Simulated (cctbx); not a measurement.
# Ba2Sr2FeRuO8 with cctbx, script by script

Library: cctbx 2025.11. The data are simulated by the first script.

## 1. Simulate the data

run.py:

```python
from cctbx import adptbx, crystal, miller, sgtbx, xray
from cctbx.array_family import flex
from iotbx.shelx import hklf
from scitbx import matrix
import scitbx.random

cs = crystal.symmetry(unit_cell=(5.834, 13.206, 5.603, 90, 90, 90), space_group_symbol='Hall: -C 2 2')  # Cmmm
atoms = [  # label, site, U (iso, or U11 U22 U33 U12 U13 U23 in A^2), occupancy
    ("Ba1", (0.5, 0.1481, 0), (0.0033, 0.0019, 0.0028, 0.0000, 0.0000, 0.0000), 1),
    ("Ru1", (0.5, 0, 0.5), (0.0061, 0.0026, 0.0018, 0.0000, 0.0000, 0.0000), 1),
    ("Sr1", (0, 0.1455, 0.5), (0.0051, 0.0050, 0.0054, 0.0000, 0.0000, 0.0000), 1),
    ("Fe1", (0, 0, 0), (0.0062, 0.0028, 0.0066, -0.0000, 0.0000, 0.0000), 1),
    ("O1", (0.5, 0.3383, 0), (0.0066, 0.0094, 0.0067, 0.0000, 0.0000, 0.0000), 1),
    ("O2", (0, 0.3408, 0.5), (0.0039, 0.0170, 0.0038, 0.0000, 0.0000, 0.0000), 1),
    ("O3", (0.7495, 0, 0.7389), (0.0051, 0.0049, 0.0051, 0.0000, 0.0006, 0.0000), 1),
]
xs = xray.structure(crystal_symmetry=cs)
for label, site, u, occ in atoms:
    u = adptbx.u_cif_as_u_star(cs.unit_cell(), u) if isinstance(u, tuple) else u
    xs.add_scatterer(xray.scatterer(label, site=site, u=u, occupancy=occ))
xs.set_inelastic_form_factors(0.56087, "sasaki")
xs.show_summary()
p1 = xs.expand_to_p1()
ms = miller.build_set(p1, anomalous_flag=True, d_min=0.77)
flex.set_random_seed(440947)
scitbx.random.set_random_seed(440947)
ms = ms.select(flex.random_double(ms.size()) < 0.5)
i = ms.structure_factors_from_scatterers(p1, algorithm="direct").f_calc().as_intensity_array().data()
i = i / flex.sqrt(1 + 0.3 * i / flex.max(i))  # extinction
i = i * 5000 / flex.max(i)
sig = flex.sqrt(i + flex.pow2(0.03 * i) + 8 ** 2)
noise = scitbx.random.variate(scitbx.random.normal_distribution())(i.size())
data = ms.array(data=i + sig * noise, sigmas=sig).set_observation_type_xray_intensity()
with open("data.hkl", "w") as f:
    data.export_as_shelx_hklf(f)
print("reflections written:", data.size(), " <I/sigma> = %.1f" % flex.mean(data.data() / data.sigmas()))
for h, a, b in list(data.sort("data"))[:12]:
    print("%4d%4d%4d %9.1f %7.1f" % (h + (a, b)))
```

```console
$ python run.py
```

```text
Number of scatterers: 7
At special positions: 7
Unit cell: (5.834, 13.206, 5.603, 90, 90, 90)
Space group: C m m m (No. 65)
reflections written: 2048  <I/sigma> = 4.3
   2   0   2    5264.2   166.0
  -2   0  -2    4839.8   166.0
   2   0  -2    4740.4   166.0
   0   6   0    3975.9   133.3
   0   0   4    3588.2   116.3
   4   0   0    3439.1   121.1
  -4   0   0    3401.3   121.1
  -1   3  -1    3369.3   112.9
   1   3  -1    3338.2   112.9
   1  -3  -1    3215.3   112.9
   1  -3   1    2963.3   112.9
  -2  -6  -2    2585.7    92.2
```

It took 0.24 s on 1 thread of Arm Neoverse V2 (shared host), peak memory 0.07 GiB.

## 2. Symmetry

run.py:

```python
from cctbx import crystal, sgtbx, statistics
from cctbx.array_family import flex
from iotbx.shelx import hklf

p1 = crystal.symmetry(unit_cell=(5.834, 13.206, 5.603, 90, 90, 90), space_group_symbol="P 1")
raw = hklf.reader(file_name="data.hkl").as_miller_arrays(crystal_symmetry=p1, anomalous=True)[0]
print(raw.size(), "reflections to d = %.3f A" % raw.d_min())
isig = raw.data() / raw.sigmas()
print("centring   violations  <I/sigma> of those")
best = "P"
for c in "ABCIRF":
    a = raw.customized_copy(space_group_info=sgtbx.space_group_info("Hall: %s 1" % c)).sys_absent_flags().data()
    m = flex.mean(isig.select(a))
    print("%5s %10d of %5d %8.1f" % (c, (isig.select(a) > 4).count(True), a.count(True), m))
    if (isig.select(a) > 4).count(True) < 0.01 * a.count(True):
        best = c
raw = raw.select(~raw.customized_copy(space_group_info=sgtbx.space_group_info("Hall: %s 1" % best)).sys_absent_flags().data())
isig = raw.data() / raw.sigmas()
rows = []
for s in sgtbx.space_group_symbol_iterator():
    g = sgtbx.space_group(s)
    if g.conventional_centring_type_symbol() != best or not g.is_compatible_unit_cell(p1.unit_cell(), 1e-3, 0.02):
        continue
    rows.append((s, g))
print("Laue class    unique    Rint  (classes that these axes allow; Friedel mates merged)")
rint = {}
for s, g in rows:
    laue = g.build_derived_patterson_group()
    key = laue.type().hall_symbol()
    if key not in rint:
        m = raw.customized_copy(space_group_info=laue.info(), anomalous_flag=False).merge_equivalents()
        rint[key] = m.r_int()
        print("%-14s %6d %7.3f" % (laue.type().lookup_symbol(), m.array().size(), m.r_int()))
floor = min(rint.values())
good = [(s, g) for s, g in rows if rint[g.build_derived_patterson_group().type().hall_symbol()] < 2 * floor + 0.03]
top = max(g.build_derived_patterson_group().order_z() for s, g in good)
print("space group    extra absences  I>4sigma  <I/sigma>")
for s, g in good:
    laue = g.build_derived_patterson_group()
    if laue.order_z() != top:
        continue
    a = raw.customized_copy(space_group_info=g.info()).sys_absent_flags().data()
    a &= ~raw.customized_copy(space_group_info=laue.info()).sys_absent_flags().data()
    bad = (isig.select(a) > 4).count(True)
    if bad <= 0.03 * a.count(True):
        print("%-16s %8d %10d %9s  %s" % (s.universal_hermann_mauguin(), a.count(True), bad, "%.1f" % flex.mean(isig.select(a)) if a.count(True) else "-", "centric" if g.is_centric() else "acentric"))
laue = max(good, key=lambda t: t[1].build_derived_patterson_group().order_z())[1].build_derived_patterson_group()
f = raw.customized_copy(space_group_info=laue.info(), anomalous_flag=False).merge_equivalents().array().eliminate_sys_absent().f_sq_as_f()
f.set_observation_type_xray_amplitude()
bins = max(3, min(8, f.size() // 12))
f.setup_binner(n_bins=bins)
w = statistics.wilson_plot(f, {e: n / laue.order_z() for e, n in {'Ba': 4.0, 'Ru': 2.0, 'Sr': 4.0, 'Fe': 2.0, 'O': 16.0}.items()}, e_statistics=True)
print("Wilson B = %.2f A^2   <|E^2-1|> = %.3f (0.968 centric, 0.736 acentric)   E^2>4: %.1f %%" % (w.wilson_b, w.mean_e_sq_minus_1, w.percent_e_sq_gt_2))
print("shell (A)         n   <I/sigma>")
m = raw.customized_copy(space_group_info=laue.info(), anomalous_flag=False).merge_equivalents().array().eliminate_sys_absent()
for b in m.setup_binner(n_bins=bins).range_used():
    sel = m.binner().selection(b)
    print("%5.2f - %4.2f %6d %8.1f" % (min(m.binner().bin_d_range(b)[0] if m.binner().bin_d_range(b)[0] > 0 else 99, 99), m.binner().bin_d_range(b)[1], sel.count(True), flex.mean((m.data() / m.sigmas()).select(sel))))
```

```console
$ python run.py
```

```text
2048 reflections to d = 0.770 A
centring   violations  <I/sigma> of those
    A        163 of  1089      1.4
    B        163 of  1024      1.5
    C          0 of  1017     -0.0
    I        302 of  1019      4.1
    R        382 of  1366      4.2
    F        163 of  1565      1.0
Laue class    unique    Rint  (classes that these axes allow; Friedel mates merged)
C 1 2/m 1         486   0.043
C 2/m 1 1         504   0.042
C m m m           302   0.044
space group    extra absences  I>4sigma  <I/sigma>
C 2 2 2                 0          0         -  acentric
C m m 2                 0          0         -  acentric
C 2 m m                 0          0         -  acentric
C m 2 m                 0          0         -  acentric
C m m m                 0          0         -  centric
Wilson B = 0.24 A^2   <|E^2-1|> = 0.997 (0.968 centric, 0.736 acentric)   E^2>4: 3.4 %
shell (A)         n   <I/sigma>
 6.60 - 1.53     44     14.4
 1.53 - 1.22     39     16.6
 1.22 - 1.07     44     17.7
 1.07 - 0.97     32     15.1
 0.97 - 0.90     38     15.2
 0.90 - 0.85     37     14.8
 0.85 - 0.81     31     12.2
 0.81 - 0.77     37      9.8
```

Time: 0.26 s.

## 3. Patterson map

run.py:

```python
from cctbx import crystal, maptbx
from iotbx.shelx import hklf

cs = crystal.symmetry(unit_cell=(5.834, 13.206, 5.603, 90, 90, 90), space_group_symbol='Hall: -C 2 2')  # Cmmm
raw = hklf.reader(file_name="data.hkl").as_miller_arrays(crystal_symmetry=cs, anomalous=True)[0]
merged = raw.eliminate_sys_absent().merge_equivalents()
fo2 = merged.array().set_observation_type_xray_intensity()
f = fo2.average_bijvoet_mates().f_sq_as_f()
pm = f.patterson_map(symmetry_flags=maptbx.use_space_group_symmetry, sharpening=False, resolution_factor=0.25)
peaks = pm.peak_search(parameters=maptbx.peak_search_parameters(min_distance_sym_equiv=0.4, max_clusters=14)).all()
top = peaks.heights()[0]
print("Patterson group", f.patterson_symmetry().space_group_info())
print("      u       v       w   height  length (A)")
for x, h in zip(peaks.sites(), peaks.heights()):
    y = [t - round(t) for t in x]
    print("%7.3f %7.3f %7.3f %8.1f %8.2f" % (x + (1000 * h / top, cs.unit_cell().length(y))))
```

```console
$ python run.py
```

```text
Patterson group C m m m
      u       v       w   height  length (A)
  0.000   0.000   0.000   1000.0     0.00
  0.000   0.500   0.500    909.5     7.17
  0.000   0.149   0.500    462.4     3.42
  0.000   0.351   0.000    427.6     4.64
  0.000   0.298   0.000    376.8     3.94
  0.000   0.202   0.500    342.2     3.87
  0.249   0.146   0.250    133.2     2.79
  0.000   0.000   0.500    112.4     2.80
  0.000   0.500   0.000    109.7     6.60
  0.249   0.000   0.250     96.6     2.02
  0.000   0.306   0.500     52.5     4.92
  0.000   0.193   0.000     50.4     2.55
  0.129   0.322   0.147     30.4     4.40
  0.130   0.178   0.354     29.7     3.16
```

Time: 0.24 s.

## 4. Charge flipping

run.py:

```python
import itertools
from cctbx import crystal, maptbx
from cctbx.array_family import flex
from iotbx.shelx import hklf
from smtbx.ab_initio import charge_flipping as cf

cs = crystal.symmetry(unit_cell=(5.834, 13.206, 5.603, 90, 90, 90), space_group_symbol='Hall: -C 2 2')  # Cmmm
raw = hklf.reader(file_name="data.hkl").as_miller_arrays(crystal_symmetry=cs, anomalous=True)[0]
merged = raw.eliminate_sys_absent().merge_equivalents()
fo2 = merged.array().set_observation_type_xray_intensity()
f = fo2.average_bijvoet_mates().f_sq_as_f().resolution_filter(d_min=0.8)
p1 = f.expand_to_p1()
work = p1
flex.set_random_seed(1008)
it = cf.weak_reflection_improved_iterator(delta=None, weak_reflection_fraction=0.2)
it.start(work, phases=flex.random_double(p1.size()) * 6.2832, f_000=0)
it.delta = 1 * it.rho_map.sigma()
print("cycle      R  skewness")
for n, st in enumerate(itertools.islice(it, 150)):
    if n % 12 == 0:
        print("%5d %6.3f %8.2f" % (n, st.r1_factor(), st.rho_map.skewness()))
rho = p1.phase_transfer(it.f_calc).fft_map().apply_volume_scaling()
polish = cf.low_density_elimination_iterator(constant_rho_c=rho.sigma())
polish.start(f_obs=p1, phases=it.f_calc, f_000=0)
for _ in range(8):
    next(polish)
print("origin shift          correlation  skewness")
maps = []
for fc, shift, cc in itertools.islice(cf.f_calc_symmetrisations(f, polish.f_calc, 0), 4):
    m = f.phase_transfer(fc).fft_map(symmetry_flags=maptbx.use_space_group_symmetry, resolution_factor=0.25).apply_sigma_scaling()
    maps.append((m.skewness(), cc, m))
    print("%6.3f %6.3f %6.3f %10.3f %9.2f" % (tuple(shift) + (cc, m.skewness())))
skew, cc, m = max((t for t in maps if t[1] > maps[0][1] - 0.04), key=lambda t: t[0])
print("taken: symmetry correlation %.3f, skewness %.2f" % (cc, skew))
peaks = m.peak_search(parameters=maptbx.peak_search_parameters(min_distance_sym_equiv=0.9, max_clusters=12)).all()
sps = cs.special_position_settings(min_distance_sym_equiv=0.5)
print("peak      x       y       z  mult  height/sigma")
for k, (x, h) in enumerate(zip(peaks.sites(), peaks.heights())):
    ss = sps.site_symmetry(x)
    print("Q%-3d %7.4f %7.4f %7.4f %4d %8.1f" % ((k + 1,) + tuple(t % 1 for t in ss.exact_site()) + (ss.multiplicity(), h)))
```

```console
$ python run.py
```

```text
cycle      R  skewness
    0  0.546     0.23
   12  0.464     2.48
   24  0.444     3.84
   36  0.411     3.71
   48  0.401     3.85
   60  0.377     4.12
   72  0.384     4.15
   84  0.364     4.15
   96  0.382     4.16
  108  0.384     4.15
  120  0.386     4.16
  132  0.374     3.98
  144  0.385     4.06
origin shift          correlation  skewness
 0.404  0.238  0.320      0.884      3.83
 0.402  0.398  0.319      0.882      2.89
 0.403  0.069  0.319      0.888      5.63
 0.375  0.257  0.217      0.812      1.22
taken: symmetry correlation 0.888, skewness 5.63
peak      x       y       z  mult  height/sigma
Q1    0.0000  0.3531  0.0000    4     15.8
Q2    0.0000  0.1472  0.5000    4     15.3
Q3    0.0000  0.5000  0.5000    2     11.7
Q4    0.0000  0.0000  0.0000    2     10.6
Q5    0.2490  0.0000  0.2564    8      3.5
Q6    0.1864  0.0000  0.0958    8      2.8
Q7    0.2297  0.3435  0.2554   16      2.3
Q8    0.2364  0.1812  0.0916   16      1.8
Q9    0.1899  0.1630  0.5000    8      1.8
Q10   0.2500  0.2500  0.0000    4      1.6
Q11   0.0000  0.4303  0.0943    8      1.5
Q12   0.0000  0.4143  0.5000    4      1.4
```

Time: 0.33 s.

## 5. Refinement (model from the peaks)

run.py:

```python
import math
from cctbx import adptbx, crystal, maptbx, sgtbx, xray
from cctbx.array_family import flex
from cctbx.xray import observations
from iotbx.shelx import hklf
from scitbx.lstbx import normal_eqns_solving
from smtbx import absolute_structure, utils
from smtbx.refinement import constraints, least_squares

cs = crystal.symmetry(unit_cell=(5.834, 13.206, 5.603, 90, 90, 90), space_group_symbol='Hall: -C 2 2')  # Cmmm
atoms = [  # label, site, U (iso, or U11 U22 U33 U12 U13 U23 in A^2), occupancy
    ("Sr1", (0, 0.3531, 0), 0.0200, 1),
    ("Ba1", (0, 0.1472, 0.5), 0.0200, 1),
    ("Ru1", (0, 0.5, 0.5), 0.0200, 1),
    ("Fe1", (0, 0, 0), 0.0200, 1),
    ("O1", (0.249, 0, 0.2564), 0.0200, 1),
    ("O2", (0.1899, 0.163, 0.5), 0.0200, 1),
]
xs = xray.structure(crystal_symmetry=cs)
for label, site, u, occ in atoms:
    u = adptbx.u_cif_as_u_star(cs.unit_cell(), u) if isinstance(u, tuple) else u
    xs.add_scatterer(xray.scatterer(label, site=site, u=u, occupancy=occ))
xs.set_inelastic_form_factors(0.56087, "sasaki")
raw = hklf.reader(file_name="data.hkl").as_miller_arrays(crystal_symmetry=cs, anomalous=True)[0]
merged = raw.eliminate_sys_absent().merge_equivalents()
fo2 = merged.array().set_observation_type_xray_intensity()
print("Rint %.3f, %d unique reflections to %.2f A" % (merged.r_int(), fo2.size(), fo2.d_min()))
for sc in xs.scatterers():
    sc.flags.set_grad_site(True)
    sc.flags.set_grad_u_aniso(sc.flags.use_u_aniso())
    sc.flags.set_grad_u_iso(sc.flags.use_u_iso())
obs = fo2.as_xray_observations()
extra = {}
rep = constraints.reparametrisation(xs, [], utils.connectivity_table(xs), **extra)
ls = least_squares.crystallographic_ls(obs, rep, weighting_scheme=least_squares.mainstream_shelx_weighting(a=0, b=0))
print("cycle     R1     wR2    GooF  max shift (A)")
for cycle in range(6):
    ls.build_up()
    r1, wr2, goof = ls.r1_factor(cutoff_factor=2)[0], ls.wR2(), ls.goof()
    old = xs.sites_cart()
    normal_eqns_solving.levenberg_marquardt_iterations(ls, n_max_iterations=3, tau=0.0001, step_threshold=1e-7)
    big = flex.max((xs.sites_cart() - old).norms())
    print("%4d %7.4f %7.4f %7.3f %9.5f" % (cycle + 1, r1, wr2, goof, big))
    ls.build_up(objective_only=True)
    if abs(ls.wR2() - wr2) < 5e-5 and big < 5e-4:
        break
ls.build_up()
print("final R1 %.4f wR2 %.4f GooF %.3f  parameters %d  data/parameter %.1f" % (ls.r1_factor(cutoff_factor=2)[0], ls.wR2(), ls.goof(), ls.n_parameters, fo2.size() / ls.n_parameters))
cov = ls.covariance_matrix_and_annotations()
su = dict(zip(cov.annotations, (math.sqrt(max(v, 0)) for v in cov.matrix.matrix_packed_u_diagonal())))
a2 = cs.unit_cell().reciprocal_parameters()[0] ** -2
print("atom        x        y        z      Ueq    occ   su(xyz)  su(Uiso or U11)")
for sc in xs.scatterers():
    s = max(su.get(sc.label + k, 0) for k in (".x", ".y", ".z"))
    npd = "" if sc.is_positive_definite_u(cs.unit_cell()) else "  NPD"
    print("%-5s %8.5f %8.5f %8.5f %8.4f %6.3f %8.5f %7.4f%s" % ((sc.label,) + sc.site + (sc.u_iso_or_equiv(cs.unit_cell()), sc.occupancy, s, su.get(sc.label + ".uiso", su.get(sc.label + ".u11", 0) * a2), npd)))
fo = fo2.f_sq_as_f()
fc = fo.structure_factors_from_scatterers(xs, algorithm="direct").f_calc()
diff = fo.f_obs_minus_f_calc(1 / math.sqrt(ls.scale_factor()), fc).average_bijvoet_mates()
m = diff.fft_map(symmetry_flags=maptbx.use_space_group_symmetry, resolution_factor=0.25).apply_volume_scaling()
print("difference map: max %.2f min %.2f rms %.2f" % (m.statistics().max(), m.statistics().min(), m.statistics().sigma()))
peaks = m.peak_search(parameters=maptbx.peak_search_parameters(min_distance_sym_equiv=0.6, max_clusters=6)).all()
near = xs.closest_distances(peaks.sites(), distance_cutoff=4)
sps = cs.special_position_settings(min_distance_sym_equiv=0.5)
for k, (x, h) in enumerate(zip(peaks.sites(), peaks.heights())):
    ss = sps.site_symmetry(x)
    print("Q%-3d %7.4f %7.4f %7.4f %4d %7.2f  %.2f A from %s" % ((k + 1,) + tuple(t % 1 for t in ss.exact_site()) + (ss.multiplicity(), h, near.smallest_distances[k], xs.scatterers()[near.i_seqs[k]].label)))
```

```console
$ python run.py
```

```text
Rint 0.044, 302 unique reflections to 0.77 A
cycle     R1     wR2    GooF  max shift (A)
   1  0.2615  0.5424  11.188   0.43645
   2  0.1407  0.2823   5.822   0.33599
   3  0.1380  0.2776   5.726   0.20972
   4  0.1369  0.2754   5.681   0.08051
   5  0.1365  0.2745   5.661   0.03243
   6  0.1364  0.2738   5.647   0.01451
final R1 0.1363 wR2 0.2732 GooF 5.635  parameters 12  data/parameter 25.2
atom        x        y        z      Ueq    occ   su(xyz)  su(Uiso or U11)
Sr1    0.00000  0.35399  0.00000   0.0012  1.000  0.00052  0.0013
Ba1    0.00000  0.14747  0.50000   0.0001  1.000  0.00035  0.0011
Ru1    0.00000  0.50000  0.50000   0.0177  1.000  0.00000  0.0029
Fe1    0.00000  0.00000  0.00000   0.0001  1.000  0.00000  0.0025
O1     0.24880  0.00000  0.22008   0.0001  1.000  0.00619  0.0059
O2     0.36430  0.14926  0.50000   0.4467  1.000  0.04574  0.1813
difference map: max 35.21 min -8.31 rms 1.59
Q1    0.0000  0.0000  0.0000    2   35.21  0.00 A from Fe1
Q2    0.0000  0.1588  0.0000    4   20.76  2.10 A from Fe1
Q3    0.0000  0.3379  0.5000    4   19.05  0.81 A from O2
Q4    0.0000  0.1545  0.5000    4    8.32  0.09 A from Ba1
Q5    0.2565  0.0000  0.2816    8    4.24  0.35 A from O1
Q6    0.0000  0.0828  0.0688    8    3.28  1.16 A from Fe1
```

Time: 0.56 s.

Figures of merit this high mean that the model is still wrong or incomplete.

## 6. Refinement (anisotropic displacement)

run.py, as its changes from the last script of this kind:

```diff
@@ -12,6 +12,6 @@
-    ("Sr1", (0, 0.3531, 0), 0.0200, 1),
-    ("Ba1", (0, 0.1472, 0.5), 0.0200, 1),
-    ("Ru1", (0, 0.5, 0.5), 0.0200, 1),
-    ("Fe1", (0, 0, 0), 0.0200, 1),
-    ("O1", (0.249, 0, 0.2564), 0.0200, 1),
-    ("O2", (0.1899, 0.163, 0.5), 0.0200, 1),
+    ("Sr1", (0, 0.35399, 0), 0.0030, 1),
+    ("Ba1", (0, 0.14747, 0.5), 0.0030, 1),
+    ("Ru1", (0, 0.5, 0.5), 0.0177, 1),
+    ("Fe1", (0, 0, 0), 0.0030, 1),
+    ("O1", (0.2488, 0, 0.22008), 0.0030, 1),
+    ("O2", (0.3643, 0.14926, 0.5), 0.4467, 1),
@@ -23,0 +24 @@
+xs.convert_to_anisotropic()
@@ -37 +38 @@
-for cycle in range(6):
+for cycle in range(8):
@@ -41 +42 @@
-    normal_eqns_solving.levenberg_marquardt_iterations(ls, n_max_iterations=3, tau=0.0001, step_threshold=1e-7)
+    normal_eqns_solving.levenberg_marquardt_iterations(ls, n_max_iterations=3, tau=1e-06, step_threshold=1e-7)
```

```console
$ python run.py
```

```text
Rint 0.044, 302 unique reflections to 0.77 A
cycle     R1     wR2    GooF  max shift (A)
   1  0.1408  0.2813   5.948   0.00204
   2  0.1227  0.2421   5.118   0.04928
   3  0.1124  0.2159   4.565   0.10490
   4  0.1114  0.2136   4.516   0.10098
   5  0.1107  0.2128   4.500   0.09625
   6  0.1102  0.2123   4.489   0.10717
   7  0.1095  0.2117   4.476   0.13441
   8  0.1086  0.2106   4.453   0.09452
final R1 0.1073 wR2 0.2073 GooF 4.382  parameters 26  data/parameter 11.6
atom        x        y        z      Ueq    occ   su(xyz)  su(Uiso or U11)
Sr1    0.00000  0.35394  0.00000   0.0026  1.000  0.00045  0.0022
Ba1    0.00000  0.14738  0.50000   0.0002  1.000  0.00027  0.0015  NPD
Ru1    0.00000  0.50000  0.50000   0.0182  1.000  0.00000  0.0052
Fe1    0.00000  0.00000  0.00000  -0.0146  1.000  0.00000  0.0036  NPD
O1     0.24826  0.00000  0.23072  -0.0003  1.000  0.00502  0.0106  NPD
O2     0.47554  0.16098  0.50000   1.5411  1.000  0.07822  0.1799  NPD
difference map: max 20.04 min -4.61 rms 1.34
Q1    0.0000  0.1611  0.0000    4   20.65  2.13 A from Fe1
Q2    0.0000  0.3361  0.5000    4   15.10  0.15 A from O2
Q3    0.0000  0.1632  0.5000    4    9.19  0.21 A from Ba1
Q4    0.0000  0.0256  0.0000    4    6.22  0.34 A from Fe1
Q5    0.1643  0.5000  0.5000    4    2.88  0.96 A from Ru1
Q6    0.0000  0.5000  0.1864    4    2.77  1.49 A from O1
```

Run time: 0.62 s on 1 thread of Arm Neoverse V2 (shared host), peak memory 0.09 GiB.

Figures of merit this high mean that the model is still wrong or incomplete.

[Logs are printed without paths, hosts, clocks, repeated set-up lines and the standing remarks that a program may print on its own settings, such as how far it seeks lower states.]
